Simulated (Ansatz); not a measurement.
# Li(110)/SiO2(001) interface (160 atoms): geometry optimisation, part 2 of 3

Aim: bring Li(110)/SiO2(001) interface (160 atoms) to a nearby minimum of the energy and see what moves.

Ansatz 0.2.0; Kohn-Sham DFT, RPBE, PAW (set soft_2), plane waves.

The cell: 40 Li, 40 Si and 80 O. The host structure and its lattice constant were typed by rule, without a check against the phase diagram. The Brillouin zone is sampled at Γ only, in a cell whose shortest periodic width is 12 Å.

So far. Step 2 (Single point at the start): The r.m.s. force component of 1.6 eV/Å sets the starting point.

## 3. Relaxation

The atoms are relaxed in the fixed cell, aiming at the force tolerance of the input.

input.yaml reads:

```yaml
crystal:
  lattice:
    - [15.0676, 0.0, 0.0]
    - [-2.31809, 11.59046, 0.0]
    - [0.0, 0.0, 20.76274]
  atoms:
    [... the 160 atom lines of step 2 ...]
kpoints:
  mp_grid: { grid: [1, 1, 1] }
hamiltonian:
  xc: rpbe
scf:
  occupations: { method: gaussian, width: 0.025 }
output:
  forces: true
relax:
  f_tol: 0.05
  max_steps: 109
```

Run with:

```
ansatz run input.yaml --threads 4 --pin off --max-ram 8192MiB --backend cpu --events-out ev --progress --plain --runs-dir out
```

Numbers of over 12 decimals in the logs are rounded to 6 here.

The log of the run:

```text
[...]
Crystal: 160 atoms, lattice volume = 3626.014 Å³
Basis set: ecut = 420 eV, 70837 PW (Γ), exchange–correlation on 216×160×288 points (8 copies of the dense FFT grid, shifted against one another)
Bands: 540, of which v1, the nominal top of the filled ones, is band 380 counted from 1 (379 counted from 0)
Symmetry: 1 space group operations
[...]
k-points: 1
[...]
SCF iter   1: F=—  HF=-79336.158027 eV  |F-HF|=—  |Δ(HF+E_count)|=         —  Δρ=1.58e-2  dr2=1.85e2  ethr=1.77e-3  ⟨swp⟩=6.0  Hψ=2533  notcnv=0  defer=116
[...]
SCF iter  14: F=-79331.367702 eV  HF=-79331.367717 eV  |F-HF|=1.56e-5  |Δ(HF+E_count)|=   6.50e-6  Δρ=1.88e-5  dr2=2.32e-5  ethr=8.22e-9  ⟨swp⟩=4.0  Hψ=1231  notcnv=0
SCF 1 converged in 14 iterations: F = -79331.367702 eV  dr2 = 2.32e-5
[...]
relax step   1: F+E_penalty+E_count = -79331.36770170 eV  Δ(F+E_penalty+E_count) = +0.000e0 eV  max|allowed force component| = 5.625e0 eV/Å  Δτ_max = 0.0000 Å  (14 SCF iters, dr2 threshold 6.25e-5 eV, accepted)
[...]
relax step   2: F+E_penalty+E_count = -79354.69550796 eV  Δ(F+E_penalty+E_count) = -2.333e1 eV  max|allowed force component| = 3.530e0 eV/Å  Δτ_max = 0.1950 Å  (11 SCF iters, dr2 threshold 1.00e-4 eV, accepted)
[...]
relax step   3: F+E_penalty+E_count = -79370.65988046 eV  Δ(F+E_penalty+E_count) = -1.596e1 eV  max|allowed force component| = 1.722e0 eV/Å  Δτ_max = 0.1982 Å  (12 SCF iters, dr2 threshold 1.00e-4 eV, accepted)
relax step   4: F+E_penalty+E_count = -79374.34353240 eV  Δ(F+E_penalty+E_count) = -3.684e0 eV  max|allowed force component| = 9.177e-1 eV/Å  Δτ_max = 0.1948 Å  (10 SCF iters, dr2 threshold 1.00e-4 eV, accepted)
relax step   5: F+E_penalty+E_count = -79376.36001378 eV  Δ(F+E_penalty+E_count) = -2.016e0 eV  max|allowed force component| = 7.266e-1 eV/Å  Δτ_max = 0.1950 Å  (10 SCF iters, dr2 threshold 1.00e-4 eV, accepted)
relax step   6: F+E_penalty+E_count = -79377.57702494 eV  Δ(F+E_penalty+E_count) = -1.217e0 eV  max|allowed force component| = 1.138e0 eV/Å  Δτ_max = 0.1988 Å  (10 SCF iters, dr2 threshold 1.00e-4 eV, accepted)
relax step   7: F+E_penalty+E_count = -79378.90759194 eV  Δ(F+E_penalty+E_count) = -1.331e0 eV  max|allowed force component| = 1.528e0 eV/Å  Δτ_max = 0.1955 Å  (8 SCF iters, dr2 threshold 1.00e-4 eV, accepted)
relax step   8: F+E_penalty+E_count = -79380.57662844 eV  Δ(F+E_penalty+E_count) = -1.669e0 eV  max|allowed force component| = 1.257e0 eV/Å  Δτ_max = 0.1968 Å  (9 SCF iters, dr2 threshold 1.00e-4 eV, accepted)
relax step   9: F+E_penalty+E_count = -79383.17636358 eV  Δ(F+E_penalty+E_count) = -2.600e0 eV  max|allowed force component| = 1.586e0 eV/Å  Δτ_max = 0.1951 Å  (9 SCF iters, dr2 threshold 1.00e-4 eV, accepted)
relax step  10: F+E_penalty+E_count = -79385.98245116 eV  Δ(F+E_penalty+E_count) = -2.806e0 eV  max|allowed force component| = 1.981e0 eV/Å  Δτ_max = 0.1947 Å  (8 SCF iters, dr2 threshold 1.00e-4 eV, accepted)
relax step  11: F+E_penalty+E_count = -79389.82783854 eV  Δ(F+E_penalty+E_count) = -3.845e0 eV  max|allowed force component| = 1.945e0 eV/Å  Δτ_max = 0.2000 Å  (9 SCF iters, dr2 threshold 1.00e-4 eV, accepted)
relax step  12: F+E_penalty+E_count = -79393.86092581 eV  Δ(F+E_penalty+E_count) = -4.033e0 eV  max|allowed force component| = 2.046e0 eV/Å  Δτ_max = 0.2000 Å  (9 SCF iters, dr2 threshold 1.00e-4 eV, accepted)
relax step  13: F+E_penalty+E_count = -79396.92372537 eV  Δ(F+E_penalty+E_count) = -3.063e0 eV  max|allowed force component| = 1.696e0 eV/Å  Δτ_max = 0.1947 Å  (9 SCF iters, dr2 threshold 1.00e-4 eV, accepted)
relax step  14: F+E_penalty+E_count = -79399.30124851 eV  Δ(F+E_penalty+E_count) = -2.378e0 eV  max|allowed force component| = 1.339e0 eV/Å  Δτ_max = 0.2000 Å  (9 SCF iters, dr2 threshold 1.00e-4 eV, accepted)
relax step  15: F+E_penalty+E_count = -79401.39840510 eV  Δ(F+E_penalty+E_count) = -2.097e0 eV  max|allowed force component| = 9.750e-1 eV/Å  Δτ_max = 0.2000 Å  (9 SCF iters, dr2 threshold 1.00e-4 eV, accepted)
relax step  16: F+E_penalty+E_count = -79403.00137217 eV  Δ(F+E_penalty+E_count) = -1.603e0 eV  max|allowed force component| = 7.396e-1 eV/Å  Δτ_max = 0.2000 Å  (9 SCF iters, dr2 threshold 1.00e-4 eV, accepted)
relax step  17: F+E_penalty+E_count = -79404.20307734 eV  Δ(F+E_penalty+E_count) = -1.202e0 eV  max|allowed force component| = 1.003e0 eV/Å  Δτ_max = 0.1942 Å  (8 SCF iters, dr2 threshold 1.00e-4 eV, accepted)
relax step  18: F+E_penalty+E_count = -79404.92887612 eV  Δ(F+E_penalty+E_count) = -7.258e-1 eV  max|allowed force component| = 1.043e0 eV/Å  Δτ_max = 0.1943 Å  (7 SCF iters, dr2 threshold 1.00e-4 eV, accepted)
relax step  19: F+E_penalty+E_count = -79405.53563895 eV  Δ(F+E_penalty+E_count) = -6.068e-1 eV  max|allowed force component| = 1.012e0 eV/Å  Δτ_max = 0.1946 Å  (7 SCF iters, dr2 threshold 1.00e-4 eV, accepted)
relax step  20: F+E_penalty+E_count = -79406.14642173 eV  Δ(F+E_penalty+E_count) = -6.108e-1 eV  max|allowed force component| = 7.204e-1 eV/Å  Δτ_max = 0.1949 Å  (7 SCF iters, dr2 threshold 1.00e-4 eV, accepted)
relax step  21: F+E_penalty+E_count = -79406.80689171 eV  Δ(F+E_penalty+E_count) = -6.605e-1 eV  max|allowed force component| = 8.237e-1 eV/Å  Δτ_max = 0.1950 Å  (7 SCF iters, dr2 threshold 1.00e-4 eV, accepted)
relax step  22: F+E_penalty+E_count = -79407.51536114 eV  Δ(F+E_penalty+E_count) = -7.085e-1 eV  max|allowed force component| = 9.609e-1 eV/Å  Δτ_max = 0.2000 Å  (7 SCF iters, dr2 threshold 1.00e-4 eV, accepted)
relax step  23: F+E_penalty+E_count = -79408.11656629 eV  Δ(F+E_penalty+E_count) = -6.012e-1 eV  max|allowed force component| = 8.969e-1 eV/Å  Δτ_max = 0.1947 Å  (6 SCF iters, dr2 threshold 1.00e-4 eV, accepted)
relax step  24: F+E_penalty+E_count = -79408.66552180 eV  Δ(F+E_penalty+E_count) = -5.490e-1 eV  max|allowed force component| = 6.816e-1 eV/Å  Δτ_max = 0.1949 Å  (7 SCF iters, dr2 threshold 1.00e-4 eV, accepted)
[...]
relax step  31: F+E_penalty+E_count = -79411.35531915 eV  Δ(F+E_penalty+E_count) = -1.407e-1 eV  max|allowed force component| = 2.410e-1 eV/Å  Δτ_max = 0.2000 Å  (9 SCF iters, dr2 threshold 2.13e-5 eV, accepted)
relax step  32: F+E_penalty+E_count = -79411.49445348 eV  Δ(F+E_penalty+E_count) = -1.391e-1 eV  max|allowed force component| = 2.971e-1 eV/Å  Δτ_max = 0.1858 Å  (10 SCF iters, dr2 threshold 1.33e-5 eV, accepted)
relax step  33: F+E_penalty+E_count = -79411.55598342 eV  Δ(F+E_penalty+E_count) = -6.153e-2 eV  max|allowed force component| = 1.368e-1 eV/Å  Δτ_max = 0.1606 Å  (8 SCF iters, dr2 threshold 5.52e-5 eV, accepted)
relax step  34: F+E_penalty+E_count = -79411.59270665 eV  Δ(F+E_penalty+E_count) = -3.672e-2 eV  max|allowed force component| = 9.432e-2 eV/Å  Δτ_max = 0.1402 Å  (10 SCF iters, dr2 threshold 3.97e-6 eV, accepted)
relax step  35: F+E_penalty+E_count = -79411.61028522 eV  Δ(F+E_penalty+E_count) = -1.758e-2 eV  max|allowed force component| = 9.711e-2 eV/Å  Δτ_max = 0.0970 Å  (12 SCF iters, accepted)
relax step  36: F+E_penalty+E_count = -79411.61760253 eV  Δ(F+E_penalty+E_count) = -7.317e-3 eV  max|allowed force component| = 9.173e-2 eV/Å  Δτ_max = 0.0698 Å  (9 SCF iters, dr2 threshold 4.48e-6 eV, accepted)
relax step  37: F+E_penalty+E_count = -79411.62251706 eV  Δ(F+E_penalty+E_count) = -4.915e-3 eV  max|allowed force component| = 9.526e-2 eV/Å  Δτ_max = 0.0398 Å  (8 SCF iters, dr2 threshold 7.51e-6 eV, accepted)
relax step  38: F+E_penalty+E_count = -79411.62522693 eV  Δ(F+E_penalty+E_count) = -2.710e-3 eV  max|allowed force component| = 8.596e-2 eV/Å  Δτ_max = 0.0170 Å  (6 SCF iters, dr2 threshold 8.10e-6 eV, accepted)
relax step  39: F+E_penalty+E_count = -79411.62866899 eV  Δ(F+E_penalty+E_count) = -3.442e-3 eV  max|allowed force component| = 5.585e-2 eV/Å  Δτ_max = 0.0281 Å  (7 SCF iters, dr2 threshold 6.02e-6 eV, accepted)
relax step  40: F+E_penalty+E_count = -79411.63134273 eV  Δ(F+E_penalty+E_count) = -2.674e-3 eV  max|allowed force component| = 5.787e-2 eV/Å  Δτ_max = 0.0308 Å  (10 SCF iters, accepted)
relax step  41: F+E_penalty+E_count = -79411.63394567 eV  Δ(F+E_penalty+E_count) = -2.603e-3 eV  max|allowed force component| = 5.359e-2 eV/Å  Δτ_max = 0.0316 Å  (10 SCF iters, accepted)
[...]
relax step  42: F+E_penalty+E_count = -79411.63609739 eV  Δ(F+E_penalty+E_count) = -2.152e-3 eV  max|allowed force component| = 4.843e-2 eV/Å  Δτ_max = 0.0219 Å  (10 SCF iters, accepted)
SCF converged after 10 iterations
Free energy (F): -79411.636097 eV
[...]
Internal energy: -79411.636097 eV  (E = F + TS)
E sigma→0 (E₀):  -79411.636097 eV
Fermi energy:    2.212206 eV
[...]
--- Forces (eV/Å), atoms counted from 1 ---
  atom   1  Li    -0.00071333    -0.00132802    -0.00128051
  atom   2  Li     0.00507465     0.00041785    -0.00094696
  atom   3  Li    -0.00282269     0.00140599     0.00239718
  atom   4  Li     0.00087243     0.00681404    -0.00192760
  atom   5  Li     0.00354512     0.00145654     0.00181917
  atom   6  Li    -0.00078426     0.00094832     0.00436065
  atom   7  Li    -0.00472267    -0.00336339     0.00131202
  atom   8  Li    -0.00712366    -0.00370610    -0.00859408
  atom   9  Li    -0.00220076    -0.00021601     0.00153793
  atom  10  Li    -0.00236413    -0.00029254    -0.00199121
  atom  11  Li     0.00025617    -0.00098914     0.00228040
  atom  12  Li     0.00209127    -0.00401556     0.00350517
  atom  13  Li     0.00045255     0.00156220     0.00033489
  atom  14  Li     0.00148653     0.00903614     0.00173663
[...]
atom 159  O      0.00003975     0.00019328    -0.00039747
  atom 160  O      0.00038987    -0.00022758    -0.00055713
  max |Σ_I F_I| component: 3.59e-5 eV/Å
--- Relaxed structure (42 steps of the walk, 42 accepted, 0 SCFs on fresh bases) ---
  F+E_penalty+E_count = -79411.63609739 eV   max|allowed force component| = 4.843e-2 eV/Å
  atoms:
    - { symbol: Li, position: [0.143344, 0.827879, 0.253421] }
    - { symbol: Li, position: [0.234211, 0.706998, 0.382267] }
    - { symbol: Li, position: [0.335226, 0.772096, 0.265382] }
    - { symbol: Li, position: [0.395092, 0.637389, 0.399643] }
[...]
- { symbol: O, position: [0.922546, 0.144121, 0.805322] }
```

Run time: 33 min. Hardware: 4 threads of Arm Neoverse V2, shared host; peak memory 4.8 GiB.

Step by step (22 of 42):

| step | energy less that of the first step (eV) | largest force component (eV/Å) |
| --- | --- | --- |
| 1 | 0.0000 | 5.6248 |
| 3 | -39.2922 | 1.7221 |
| 5 | -44.9923 | 0.7266 |
| 7 | -47.5399 | 1.5281 |
| 9 | -51.8087 | 1.5857 |
| 11 | -58.4601 | 1.9452 |
| 13 | -65.5560 | 1.6958 |
| 15 | -70.0307 | 0.9750 |
| 17 | -72.8354 | 1.0027 |
| 19 | -74.1679 | 1.0116 |
| 21 | -75.4392 | 0.8237 |
| 22 | -76.1477 | 0.9609 |
| 24 | -77.2978 | 0.6816 |
| 26 | -78.5274 | 0.3306 |
| 28 | -79.2723 | 0.3348 |
| 30 | -79.8469 | 0.3048 |
| 32 | -80.1268 | 0.2971 |
| 34 | -80.2250 | 0.0943 |
| 36 | -80.2499 | 0.0917 |
| 38 | -80.2575 | 0.0860 |
| 40 | -80.2636 | 0.0579 |
| 42 | -80.2684 | 0.0484 |

The atoms that moved most (Å):

| atom | dx | dy | dz | length |
| --- | --- | --- | --- | --- |
| O43 | -1.131 | -0.241 | -3.067 | 3.278 |
| O140 | 1.059 | 0.154 | -2.880 | 3.073 |
| Si42 | -0.223 | -0.116 | -2.776 | 2.788 |
| Si138 | 0.034 | -0.088 | -2.579 | 2.581 |
| Si47 | -0.002 | -0.023 | 2.517 | 2.518 |
| Si155 | -0.010 | -0.065 | 2.512 | 2.513 |
| Si107 | 0.013 | 0.014 | 2.502 | 2.502 |
| Si71 | -0.045 | -0.041 | 2.499 | 2.500 |

The relaxation changed the energy by -502 meV/atom, and atoms moved by 1.6 Å r.m.s., 3.3 Å at most.

## 4. Local order after relaxation

Bonds before and after, by the cutoffs listed below:

| pair | bonds before | bonds after | mean before (Å) | mean after (Å) | spread before (Å) | spread after (Å) |
| --- | --- | --- | --- | --- | --- | --- |
| O-Li | 8 | 46 | 2.381 | 2.083 | 0.058 | 0.111 |
| O-Si | 200 | 154 | 1.778 | 1.691 | 0.043 | 0.036 |

Normalised to the volume that the atoms fill. Pair distribution functions g(r), in bins of 0.2 Å:

| r (Å) | total | O-O | O-Li | O-Si | Li-Li | Li-Si | Si-Si |
| --- | --- | --- | --- | --- | --- | --- | --- |
| 1.60 | 3.42 | 0.00 | 0.00 | 13.65 | 0.00 | 0.00 | 0.00 |
| 1.80 | 0.62 | 0.00 | 0.08 | 2.40 | 0.00 | 0.00 | 0.00 |
| 2.00 | 0.54 | 0.00 | 2.17 | 0.00 | 0.00 | 0.00 | 0.00 |
| 2.20 | 0.19 | 0.00 | 0.74 | 0.00 | 0.00 | 0.00 | 0.00 |
| 2.40 | 0.17 | 0.35 | 0.16 | 0.15 | 0.00 | 0.00 | 0.00 |
| 2.60 | 1.45 | 5.17 | 0.00 | 0.05 | 0.33 | 0.95 | 0.00 |
| 2.80 | 0.88 | 1.76 | 0.19 | 0.00 | 2.86 | 1.36 | 0.72 |
| 3.00 | 2.12 | 4.08 | 0.13 | 0.00 | 8.39 | 0.13 | 8.41 |
| 3.20 | 0.90 | 0.17 | 0.14 | 1.04 | 5.85 | 1.05 | 1.08 |
| 3.40 | 1.82 | 0.03 | 0.41 | 5.51 | 2.77 | 1.15 | 0.32 |
| 3.60 | 0.48 | 0.27 | 0.52 | 0.87 | 0.74 | 0.14 | 0.00 |
| 3.80 | 0.38 | 0.06 | 0.85 | 0.48 | 0.41 | 0.04 | 0.00 |
| 4.00 | 0.42 | 0.49 | 0.85 | 0.13 | 0.37 | 0.14 | 0.14 |
| 4.20 | 1.08 | 2.15 | 0.49 | 0.17 | 0.87 | 0.40 | 4.27 |
| 4.40 | 0.47 | 0.29 | 0.49 | 0.29 | 1.85 | 0.25 | 0.92 |
| 4.60 | 0.82 | 0.41 | 0.85 | 1.85 | 0.50 | 0.11 | 0.00 |
| 4.80 | 0.51 | 0.84 | 0.52 | 0.39 | 0.51 | 0.36 | 0.00 |
| 5.00 | 1.04 | 2.85 | 0.45 | 0.12 | 1.43 | 0.78 | 0.05 |
| 5.20 | 0.61 | 0.41 | 0.38 | 0.34 | 2.05 | 1.46 | 0.26 |
| 5.40 | 1.10 | 0.26 | 0.37 | 2.71 | 2.21 | 1.04 | 0.04 |
| 5.60 | 0.53 | 0.22 | 0.40 | 0.70 | 1.56 | 0.74 | 0.11 |
| 5.80 | 0.52 | 0.57 | 0.57 | 0.32 | 1.23 | 0.42 | 0.48 |
| 6.00 | 1.00 | 1.39 | 0.60 | 0.70 | 1.59 | 0.36 | 2.91 |
| 6.20 | 0.95 | 0.46 | 0.56 | 2.34 | 0.80 | 0.32 | 0.34 |
| 6.40 | 0.77 | 1.62 | 0.66 | 0.33 | 0.90 | 0.30 | 0.37 |
| 6.60 | 1.12 | 1.91 | 0.62 | 0.43 | 0.84 | 0.49 | 4.21 |
| 6.80 | 0.72 | 0.82 | 0.50 | 0.63 | 1.20 | 0.54 | 1.33 |
| 7.00 | 0.47 | 0.51 | 0.46 | 0.41 | 0.97 | 0.44 | 0.22 |

Bonds by pair of elements; cutoffs follow the first minimum of g(r), held within bounds set by covalent radii, and pairs that aren't listed don't count as bonded:

| pair A-B | cutoff (Å) | bonds | mean length (Å) | spread (Å) | shortest (Å) | B about A | A about B |
| --- | --- | --- | --- | --- | --- | --- | --- |
| O-Li | 2.58 | 46 | 2.08 | 0.111 | 1.90 | 0.575 | 1.15 |
| O-Si | 2.12 | 154 | 1.69 | 0.036 | 1.61 | 1.93 | 3.85 |

How many atoms have how many bonded neighbours:

| element | mean | 0 | 1 | 2 | 3 | 4 | 6 |
| --- | --- | --- | --- | --- | --- | --- | --- |
| Li | 1.15 | 18 | 2 | 16 | 4 | 0 | 0 |
| O | 2.5 | 0 | 0 | 60 | 4 | 14 | 2 |
| Si | 3.85 | 0 | 0 | 0 | 6 | 34 | 0 |

Bond angles, per cent of each kind in bins of 5°:

| angle (°) | O-Si-O | Si-O-Si | Li-O-Si | Li-O-Li | O-Li-O |
| --- | --- | --- | --- | --- | --- |
| 65–70 | 0.0 | 0.0 | 0.0 | 0.0 | 10.7 |
| 70–75 | 0.0 | 0.0 | 0.0 | 0.0 | 17.9 |
| 75–80 | 0.0 | 0.0 | 0.0 | 0.0 | 0.0 |
| 80–85 | 0.0 | 0.0 | 7.1 | 9.5 | 0.0 |
| 85–90 | 0.0 | 0.0 | 10.0 | 40.5 | 10.7 |
| 90–95 | 5.0 | 0.0 | 7.1 | 35.7 | 28.6 |
| 95–100 | 5.0 | 0.0 | 10.0 | 4.8 | 3.6 |
| 100–105 | 45.0 | 0.0 | 11.4 | 0.0 | 0.0 |
| 105–110 | 12.2 | 0.0 | 2.9 | 0.0 | 0.0 |
| 110–115 | 7.7 | 6.8 | 8.6 | 0.0 | 0.0 |
| 115–120 | 1.4 | 4.0 | 5.7 | 0.0 | 0.0 |
| 120–125 | 18.9 | 77.0 | 10.0 | 0.0 | 14.3 |
| 125–130 | 3.1 | 6.8 | 10.0 | 0.0 | 0.0 |
| 130–135 | 1.4 | 0.0 | 10.0 | 0.0 | 3.6 |
| 135–140 | 0.4 | 2.7 | 4.3 | 0.0 | 7.1 |
| 140–145 | 0.0 | 1.4 | 0.0 | 0.0 | 3.6 |
| 145–150 | 0.0 | 1.4 | 0.0 | 0.0 | 0.0 |
| 150–155 | 0.0 | 0.0 | 0.0 | 0.0 | 0.0 |
| 155–160 | 0.0 | 0.0 | 0.0 | 0.0 | 0.0 |
| 160–165 | 0.0 | 0.0 | 1.4 | 0.0 | 0.0 |
| 165–170 | 0.0 | 0.0 | 1.4 | 0.0 | 0.0 |
| 170–175 | 0.0 | 0.0 | 0.0 | 4.8 | 0.0 |
| 175–180 | 0.0 | 0.0 | 0.0 | 4.8 | 0.0 |

Bond angles (no mean is given where the spread exceeds 20°):

| angle | count | mean (°) | spread (°) |
| --- | --- | --- | --- |
| O-Si-O | 222 | 109 | 9.6 |
| Si-O-Si | 74 | 123 | 5.4 |
| Li-O-Si | 70 | 111 | 19.4 |
| Li-O-Li | 42 | - | - |
| O-Li-O | 28 | - | - |

Oxygen atoms by the number of network formers (Si, P, Ge, B, Al, As, Ga) bound to them:

| network formers bound to O | O atoms | per cent |
| --- | --- | --- |
| 0 | 0 | 0 |
| 1 | 6 | 7.5 |
| 2 | 74 | 92.5 |

Network units: each former by its oxygen neighbours and how many of them bridge to another former:

| former | O neighbours | bridging O | atoms |
| --- | --- | --- | --- |
| Si | 3 | 3 | 6 |
| Si | 4 | 3 | 6 |
| Si | 4 | 4 | 28 |

Bond length by coordination (bonds to H left out):

| element | coordination | atoms | mean bond length (Å) |
| --- | --- | --- | --- |
| Li | 1 | 2 | 1.91 |
| Li | 2 | 16 | 2.07 |
| Li | 3 | 4 | 2.15 |
| O | 2 | 60 | 1.69 |
| O | 3 | 4 | 1.80 |
| O | 4 | 14 | 1.91 |
| O | 6 | 2 | 2.04 |
| Si | 3 | 6 | 1.76 |
| Si | 4 | 34 | 1.68 |

With the cutoffs above, 45 % of Li atoms have 0, 75 % of O atoms have 2 and 85 % of Si atoms have 4 bonded neighbours. The O-Si-O angle averages 109° with a spread of 10°. 92 % of the oxygens bridge two formers (Si) and 8 % are non-bridging. The commonest Si unit has 4 oxygens, 4 of them shared with other formers (28 of 40 atoms).

(Continued in part 3 of 3.)

[Logs are printed without paths, hosts, clocks, repeated set-up lines and the standing remarks that a program may print on its own settings, such as how far it seeks lower states.]

[Hosts, paths, dates, database ids (printed as entryN), source tags and the programs' standing remarks are cut or masked in the printed files.]
